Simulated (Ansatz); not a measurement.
# InF (model cell, started as layered BN type): phonons and vibrational spectra, part 2 of 2

Task: relax InF (model cell, started as layered BN type), then find its harmonic phonons.

Ansatz 0.2.0; DFT PBEsol, scalar-relativistic, plane waves, PAW.

So far: Set-up; Relaxation. The relaxed cell has a = 4.456, c = 5.560 Å (conventional setting).

The structure was built from a prototype and need not be the compound's stable phase.

**3. Relaxing to small forces for the phonons**

Phonons need a cell at rest on their own settings, so the relaxation is repeated with tight tolerances on forces and stress, using the mesh and the filling of the phonon run that follows.

The input, input.yaml:

```yaml
crystal:
  lattice:
    - [4.4563920524, 3.0696e-06, 0.0]
    - [-2.2281986846, 3.8593471918, 0.0]
    - [0.0, 0.0, 5.5595883955]
  atoms:
    - { symbol: In, position: [0.3333333333, 0.6666666667, 0.25] }
    - { symbol: In, position: [0.6666666667, 0.3333333333, 0.75] }
    - { symbol: F, position: [0.6666666667, 0.3333333333, 0.25] }
    - { symbol: F, position: [0.3333333333, 0.6666666667, 0.75] }
kpoints:
  mp_grid: { grid: [10, 10, 4] }
hamiltonian:
  xc: pbesol
scf:
  occupations: { method: fixed }
output:
  forces: true
  stress: true
  eigenvalues: true
relax:
  adjacent_minimum: "off"
  f_tol: 0.001
  max_steps: 60
  cell: { stress_tol: 0.01 }
```

Started as:

```bash
> ansatz run input.yaml --threads 4 --pin off --max-ram 7168MiB --backend cpu --events-out ev --progress --plain --runs-dir out
```

Numbers of over 12 decimals in the logs are rounded to 6 here.

Output:

```text
[...]
Crystal: 4 atoms, lattice volume = 95.618 Å³
Basis set: ecut = 420 eV, 1873 PW (Γ), exchange–correlation on 60×60×80 points (8 copies of the dense FFT grid, shifted against one another)
Bands: 24, of which v1, the nominal top of the filled ones, is band 20 counted from 1 (19 counted from 0)
Symmetry: 24 space group operations
[...]
k-points: 42 of 400
[...]
--- Relaxed structure (4 steps of the walk, 4 accepted, 1 SCFs on fresh bases) ---
[...]
cell:  # Å, volume = 95.6620 Å³
    - [4.458577, 3.0711328165498592e-6, 0.0]
    - [-2.229291, 3.861239, 0.0]
    - [0.0, 0.0, 5.556693]
  atoms:
    - { symbol: In, position: [0.333333, 0.666667, 0.250000] }
    - { symbol: In, position: [0.666667, 0.333333, 0.750000] }
    - { symbol: F, position: [0.666667, 0.333333, 0.250000] }
    - { symbol: F, position: [0.333333, 0.666667, 0.750000] }
[key lines of the parts left out:]
SCF converged after 5 iterations
Free energy (F): -12651.748432 eV
Fermi energy:    4.475812 eV
P = ⅓ Tr σ = 0.0017 GPa (0.017 kbar)
```

Run time: 15 s. Hardware: 4 threads of Intel Xeon 6975P-C (Granite Rapids), shared host; peak memory 0.48 GiB.

Little changed from the start: no atom moved by 0.005 Å and no cell edge by 0.1 %.

This step gave:

| Quantity | Value |
| --- | --- |
| pressure | 0.001670 GPa |
| gap on the k-mesh | 1.815 eV |
| volume per atom | 23.92 Å³ |
| direct gap on mesh | 1.950 eV |

The forces vanish by symmetry and the pressure is 0.002 GPa, within the tolerances set. The cell now holds 23.92 Å³/atom.

**4. Phonons on a q mesh**

The mesh has a single point along some directions, so zone-edge points there are not solved. Linear response on a 2×2×1 q mesh gives force constants as far as a supercell of that size would.

The input, input.yaml:

```yaml
crystal:
  lattice:
    - [4.4585767631, 3.0711e-06, 0.0]
    - [-2.2292910412, 3.861239206, 0.0]
    - [0.0, 0.0, 5.5566930877]
  atoms:
    - { symbol: In, position: [0.3333333333, 0.6666666667, 0.25] }
    - { symbol: In, position: [0.6666666667, 0.3333333333, 0.75] }
    - { symbol: F, position: [0.6666666667, 0.3333333333, 0.25] }
    - { symbol: F, position: [0.3333333333, 0.6666666667, 0.75] }
kpoints:
  mp_grid: { grid: [10, 10, 4] }
hamiltonian:
  xc: pbesol
scf:
  occupations: { method: fixed }
output:
  eigenvalues: true
phonons:
  method: dfpt
  dielectric: true
  rigid_motions: translations
  raman: true
  qmesh: [2, 2, 1]
  temperatures: { t_max: 1000, t_step: 50 }
  qpath:
    path:
      - [[0.0, 0.0, 0.0], [0.5, 0.0, 0.0], [0.33333333, 0.33333333, 0.0], [0.0, 0.0, 0.0], [0.0, 0.0, 0.5], [0.5, 0.0, 0.5], [0.33333333, 0.33333333, 0.5], [0.0, 0.0, 0.5]]
      - [[0.5, 0.0, 0.5], [0.5, 0.0, 0.0]]
      - [[0.33333333, 0.33333333, 0.5], [0.33333333, 0.33333333, 0.0]]
    npoints: 10
```

Output:

```text
Warning: phonons: the dynamical matrix that this run interpolates holds no multipole term above the dipole-dipole one, and a site of this crystal is no centre of inversion, so its interpolated transverse optical and acoustic branches and sound speeds can stay off near Gamma, and the density of states and the thermodynamics with them. What a run solves at a wave vector of phonons.qpoints, Gamma apart, where the deck admits one, is free of this, and under fd what a larger phonons.supercell samples
[...]
Crystal: 4 atoms, lattice volume = 95.662 Å³
Basis set: ecut = 420 eV, 1873 PW (Γ), exchange–correlation on 60×60×80 points (8 copies of the dense FFT grid, shifted against one another)
Bands: 24, of which v1, the nominal top of the filled ones, is band 20 counted from 1 (19 counted from 0)
Symmetry: 24 space group operations
k-points: 117 of 400 (irreducible under 2 space group operations, time reversal used)
[...]
SCF iter   1: F=—  HF=-12651.768256 eV  |F-HF|=—  |Δ(HF+E_count)|=         —  Δρ=1.16e-2  dr2=8.92e-2  ethr=1.77e-3  ⟨swp⟩=4.2  Hψ=9637  notcnv=0  defer=219
[...]
SCF iter   9: F=-12651.748432 eV  HF=-12651.748432 eV  |F-HF|=1.82e-12  |Δ(HF+E_count)|=  1.42e-10  Δρ=6.24e-8  dr2=2.66e-12  ethr=1.00e-12  ⟨swp⟩=7.3  Hψ=15984  notcnv=0
SCF 1 converged in 9 iterations: F = -12651.748432 eV  dr2 = 2.66e-12
[...]
NSCF: frozen V_eff on 2 k-points
DFPT response loops at Γ: preconditioner auto → Resta (q_TF=auto, 2.359 Å⁻¹)  ε∞=5.7 (no band partly filled); β = 1.00, the filter's whole step (`scf.mixing.beta` (0.50) is not read by the response loops at its default; to damp them type it under 1.00, their step now; it binds the ground state too); Broyden in place of MSR1
── the response to a field inside a basis, on 12×12×8 k-points: an SCF that follows is theirs, and a resumed run solves both again ──
Bands: 21, of which v1, the nominal top of the filled ones, is band 20 counted from 1 (19 counted from 0)
k-points: 168
[...]
Eigensolver: Dense (168 Hₖ)
SCF iter   1: F=—  HF=-12651.735229 eV  |F-HF|=—  |Δ(HF+E_count)|=         —  Δρ=4.49e-4  dr2=4.62e-5  ethr=1.00e-1
[...]
SCF iter   6: F=-12651.735217 eV  HF=-12651.735217 eV  |F-HF|=3.46e-11  |Δ(HF+E_count)|=  3.35e-10  Δρ=2.37e-7  dr2=4.82e-11  ethr=9.12e-12
SCF 1 converged in 6 iterations: F = -12651.735217 eV  dr2 = 4.82e-11
[...]
WARN: field response: ε∞ stands inside a basis, on 12×12×8 points; the force constants stand on the 10×10×4 k-mesh, whose period is 12.25 times the interband length at k = (0.3000, 0.3000, -0.5000), direct gap 2.225 eV, under 14: take them and everything formed from them as unconverged, and compare with a denser kpoints.mp_grid
[...]
DFPT response loops at q = (0, -0.5, 0) (fractional): preconditioner auto → Resta (q_TF=auto, 2.359 Å⁻¹)  ε∞=5.7 (no band partly filled); β = 1.00, the filter's whole step (`scf.mixing.beta` (0.50) is not read by the response loops at its default; to damp them type it under 1.00, their step now; it binds the ground state too); Broyden in place of MSR1
SCF converged after 9 iterations
Free energy (F): -12651.748432 eV
[...]
Internal energy: -12651.748432 eV  (E = F + TS)
E sigma→0 (E₀):  -12651.748432 eV
Fermi energy:    4.475812 eV
[...]
--- Band table (eV; the first three rows and the last of 117) ---
  k-point 0: bands = [... 16 lower, 0.7560, 0.7560, 0.8299, 3.1902, 7.5858, 9.9567, 9.9567, 10.1029]
  k-point 1: bands = [... 16 lower, 0.7216, 0.7216, 1.6305, 3.2087, 7.8806, 9.9174, 9.9174, 10.0157]
  k-point 2: bands = [... 16 lower, 0.6255, 0.6255, 2.6853, 2.6853, 9.2902, 9.2902, 9.9044, 9.9044]
  k-point 116: bands = [... 16 lower, 0.5475, 0.7880, 3.4417, 4.3458, 6.8611, 7.3742, 8.4984, 9.5328]
--- Phonons (Γ-DFPT): 4 representative perturbations + reference, on 117 of 400 k-points (Σ response iterations 13) ---
  k mesh reduced under 2 symmetry operations, with k and −k counted as one. Each operation leaves every solved perturbation unchanged. A smaller set is not considered because the run solves the response to a homogeneous field
  ASR residual: 4.625e-5 → 0.000e0 eV/Å²; symmetrization residual: 1.176e-4 eV/Å²
  ASR residual per site (eV/Å²): 4.63e-5 4.63e-5 3.96e-5 3.96e-5
  Γ frequencies (cm⁻¹): -175.78 -77.54 -56.26 -56.26 0.00 0.00 0.00 73.45 73.45 73.60 101.55 101.55
  ε∞ (high-frequency dielectric tensor):
        5.251015    -0.000000     0.000000
       -0.000000     5.251015    -0.000000
        0.000000    -0.000000     6.215668
  softest optical mode at Γ: -175.78 cm⁻¹; the repairs (sum rule, projections) moved no ω² at Γ by more than (4.56 cm⁻¹)²
  Born effective charges Z* (e; rows j = field, columns β = displacement):
    site 0:
         1.58250   -0.00000    0.00000
        -0.00000    1.58250    0.00000
         0.00000   -0.00000    1.87863
    site 1:
         1.58250   -0.00000    0.00000
        -0.00000    1.58250   -0.00000
         0.00000   -0.00000    1.87863
    site 2:
        -1.58250    0.00000   -0.00000
         0.00000   -1.58250    0.00000
        -0.00000    0.00000   -1.87863
    site 3:
        -1.58250    0.00000   -0.00000
         0.00000   -1.58250    0.00000
        -0.00000    0.00000   -1.87863
  Z* charge neutrality: 8.935e-3 e pre-enforcement
  solved inside a basis spanned on kpoints, on 12×12×8 k-points transformed towards the longest dipole: ε∞ is read to err by 2.4e-2, Z* by 1.7e-2 e (field_mesh: kpoints solves on kpoints); Z* is corrected for what the basis lacks
  Raman tensors (in the event stream and the table raman_tensors.tsv): an entry may err by 4.0e-1 Å², one of the second-order susceptibility by 2.4e-19 pm/V (basis, points and sum rule); their sum over the sites missed zero by 3.775e-15 Å² ahead of its enforcement
  optical modes at Γ without the LO–TO term, one row a degenerate level:
      ω (cm⁻¹)  modes    IR ((D/Å)²/amu)  static Raman (Å⁴/amu)  depolarisation
       -175.78      1             0.0000                 0.0000               —
        -77.54      1             9.9898                 0.0000               —
        -56.26      2             0.0000                42.4532           0.750
         73.45      2             0.0000                40.4543           0.750
         73.60      1             0.0000                 0.0000               —
        101.55      2            14.1773                 0.0000               —
  optical modes at Γ + LO–TO along q̂ = [1.0000, 0.0000, 0.0000]:
      ω (cm⁻¹)  modes    IR ((D/Å)²/amu)  static Raman (Å⁴/amu)  depolarisation
       -175.78      1             0.0000                 0.0000               —
        -77.54      1             9.9898                 0.0000               —
        -56.26      2             0.0000                42.4532           0.750
         73.45      2             0.0000                40.4543           0.750
         73.60      1             0.0000                 0.0000               —
        101.55      1             7.0887                 0.0000               —
        201.02      1             7.0887                 0.0000               —
  optical modes at Γ + LO–TO along q̂ = [0.0000, 1.0000, 0.0000]:
      ω (cm⁻¹)  modes    IR ((D/Å)²/amu)  static Raman (Å⁴/amu)  depolarisation
       -175.78      1             0.0000                 0.0000               —
        -77.54      1             9.9898                 0.0000               —
        -56.26      2             0.0000                42.4532           0.750
         73.45      2             0.0000                40.4543           0.750
         73.60      1             0.0000                 0.0000               —
        101.55      1             7.0887                 0.0000               —
        201.02      1             7.0887                 0.0000               —
  optical modes at Γ + LO–TO along q̂ = [0.0000, 0.0000, 1.0000]:
      ω (cm⁻¹)  modes    IR ((D/Å)²/amu)  static Raman (Å⁴/amu)  depolarisation
       -175.78      1             0.0000                 0.0000               —
        -56.26      2             0.0000                42.4532           0.750
         73.45      2             0.0000                40.4543           0.750
         73.60      1             0.0000                 0.0000               —
        101.55      2            14.1773                 0.0000               —
        172.69      1             9.9898                 0.0000               —
--- Phonons (arbitrary-q DFPT): 2 irreducible q on the 2×2×1 mesh ---
  q = [0.0000, 0.0000, 0.0000] (star 1, of the zone-centre solve; hermiticity 1.78e-4, symmetrization 8.90e-5): -175.78 -77.54 -56.26 -56.26 -0.00 -0.00 0.00 73.45 73.45 73.60 101.55 101.55
  q = [0.0000, -0.5000, 0.0000] (star 3, 6 solved perturbations in 810 linear systems a pass and spin channel, the states on 156 of 400 k-point pairs; hermiticity 7.35e-6, symmetrization 1.65e-6): -149.50 -133.87 -113.19 -72.55 33.88 44.42 53.58 67.16 81.80 90.95 120.77 174.04
  sum rule: each row above includes the acoustic sum rule's correction from the zone centre's row sums; it moved no ω² by more than (0.75 cm⁻¹)²
  mesh force constants: q→R imaginary residual 6.34e-18; ASR residual 4.625e-5 → 0.000e0 eV/Å²; symmetrization residual 1.332e-15 eV/Å²
  interpolated dispersion: 94 rows × 12 modes
  density of states and harmonic sums: on the 16×16×11 q-mesh, interpolated from the force constants of a 2×2×1 supercell (with the dipole–dipole term)
  largest difference from the sums on the solved wave vectors: F 1.97e-1 eV, S 2.63e-4 and C_V 6.57e-5 eV/K
  zero-point energy: 0.039135 eV/cell   skipped modes (ω ≤ 0): 728, of them read as no rigid motion or as one in doubt: 725 (3.987e0 modes/cell left out, lowest -175.78 cm⁻¹)   left out of the sums: 3.32e-1 of the cell's modes: C_V's classical limit lies that fraction below 3 k_B per atom; for a crystal, a wire or a layer, F and S can be off by more, and a phonons.interpolated_qmesh denser along its periods is the remedy for the sampling
```

It took 12 min on 4 threads; peak memory 2.8 GiB.

In the SCF lines HF is the Harris–Foulkes energy and dr2 the Hartree energy of the density residual, in eV; the loop may stop once dr2 is under the threshold and the program's other checks hold. Hψ counts applications of the Hamiltonian.

This step gave:

* sum-rule residual before enforcement: 4.63e-5 eV/Å²
* miss of the charge sum rule: 0.008935 e
* estimated error of the dielectric tensor: 0.02436
* estimated error of the Born charges: 0.01674 e
* point group: 6/mmm
* highest optical mode at the zone centre (no LO-TO term): 101.5 cm⁻¹
* lowest optical zone-centre mode: -175.8 cm⁻¹
* mean high-frequency dielectric constant: 5.573
* largest Born charge (third of the trace): 1.681 e
* top of the zone-centre spectrum with the field: 201.0 cm⁻¹
* lowest mode on the q mesh (acoustic modes at Γ apart): -175.8 cm⁻¹
* highest frequency at a solved wavevector (no LO-TO term at Γ): 174.0 cm⁻¹

Optical modes at the zone centre, without and with the macroscopic field of the longitudinal modes; each column is sorted by frequency, so a row need not hold one and the same mode. Modes with and without the field, by row:

```csv
rank among optical modes,no field (cm⁻¹),"q along (1, 0, 0) (cm⁻¹)","q along (0, 0, 1) (cm⁻¹)"
1,-175.8,-175.8,-175.8
2,-77.5,-77.5,-56.3
3,-56.3,-56.3,-56.3
4,-56.3,-56.3,73.5
5,73.5,73.5,73.5
6,73.5,73.5,73.6
7,73.6,73.6,101.5
8,101.5,101.5,101.5
9,101.5,201,172.7
```

Born charge (rows field, columns displacement) (e), principal values of the symmetric part by kind of site:

```csv
atom,atoms with these values,low,middle,high,mean
In1,2,1.58,1.58,1.88,1.68
F3,2,-1.88,-1.58,-1.58,-1.68
```

In full for In1:

```
1.58 0.00 0.00
0.00 1.58 0.00
0.00 0.00 1.88
```

High-frequency dielectric tensor:

```
5.25 0.00 0.00
0.00 5.25 0.00
0.00 0.00 6.22
```

Transverse modes; imaginary modes are left out. Infrared lines, with heights relative to the strongest:

```csv
position (cm⁻¹),relative intensity
73,0.0
74,0.0
102,100
```

Activity x (w_L - w)^4 (n + 1)/w, 532 nm, 300 K; imaginary modes are left out; the tensors are static ones, while 532 nm light lies above the computed direct gap, where resonance would change the heights; modes without the macroscopic field alone. Raman lines, with heights relative to the strongest:

```csv
position (cm⁻¹),relative intensity
73,100
74,0.0
102,0.0
```

Frequencies (cm⁻¹) solved at each irreducible wavevector; negative means imaginary. Frequencies by wavevector, by row:

```csv
q in reciprocal lattice units,star,mode 1,mode 2,mode 3,mode 4,mode 10,mode 11,mode 12
0 0 0,1,-175.8,-77.5,-56.3,-56.3,73.6,101.5,101.5
0 -0.5 0,3,-149.5,-133.9,-113.2,-72.5,91,120.8,174
```

Symmetry leaves 2 wavevectors to solve. The lowest mode among them, the acoustic zeros apart, lies at Γ and is imaginary, 175.8i cm⁻¹, so the energy falls along it.

The log warns of the k mesh: “the force constants stand on the 10×10×4 k-mesh, whose period is 12.25 times the interband length at k = (0.3000, 0.3000, -0.5000), direct gap 2.225 eV, under 14: take them and everything formed from them as unconverged”.

**5. Summary of results**

| Property | Result |
| --- | --- |
| space group after relaxation (within 0.01 Å) | P6_3/mmc |
| volume per atom | 23.9 Å³ |
| gap on the k-mesh | 1.82 eV |
| highest optical mode at the zone centre (no LO-TO term) | 102 cm⁻¹ |
| top of the zone-centre spectrum with the field | 201 cm⁻¹ |
| lowest optical zone-centre mode | -176 cm⁻¹ |
| mean high-frequency dielectric constant | 5.57 |
| largest Born charge (third of the trace) | 1.68 e |
| lowest mode on the q mesh (acoustic modes at Γ apart) | -176 cm⁻¹ |
| imaginary modes on the 2×2×1 q mesh | yes |

In words: Modes are clearly imaginary (beyond 10i cm⁻¹) at 2 of the 2 irreducible wavevectors, most at Γ (175.8i cm⁻¹), so this structure is not a minimum of the energy. Without the field, the optical modes at Γ span -176 to 102 cm⁻¹ (negative means imaginary). With the macroscopic field of the longitudinal modes the top of the zone-centre spectrum lies at 201 cm⁻¹, against 102 cm⁻¹ without it. Among the real modes, the strongest infrared line is at 102 cm⁻¹. Averaged over orientations, the strongest Raman line at 532 nm and 300 K is at 73 cm⁻¹. The tensors are the static, non-resonant ones, while 532 nm light (2.33 eV) lies above the computed gap. With the field response the log warns that the k mesh is coarse for the force constants too, so the frequencies may not be converged. The q mesh is too sparse to interpolate, so only the solved wavevectors are given. The program warns that the interpolation holds no quadrupole term, so branches close to Γ can be off in this crystal. The starting cell was built on a prototype and not taken from a measurement, so the phase need not exist. These are harmonic frequencies at zero temperature: anharmonic shifts, linewidths and thermal expansion are left out.

[Logs are printed without paths, hosts, clocks, repeated set-up lines and the standing remarks that a program may print on its own settings, such as how far it seeks lower states.]

[Hosts, paths, dates, database ids (printed as entryN), source tags and the programs' standing remarks are cut or masked in the printed files.]
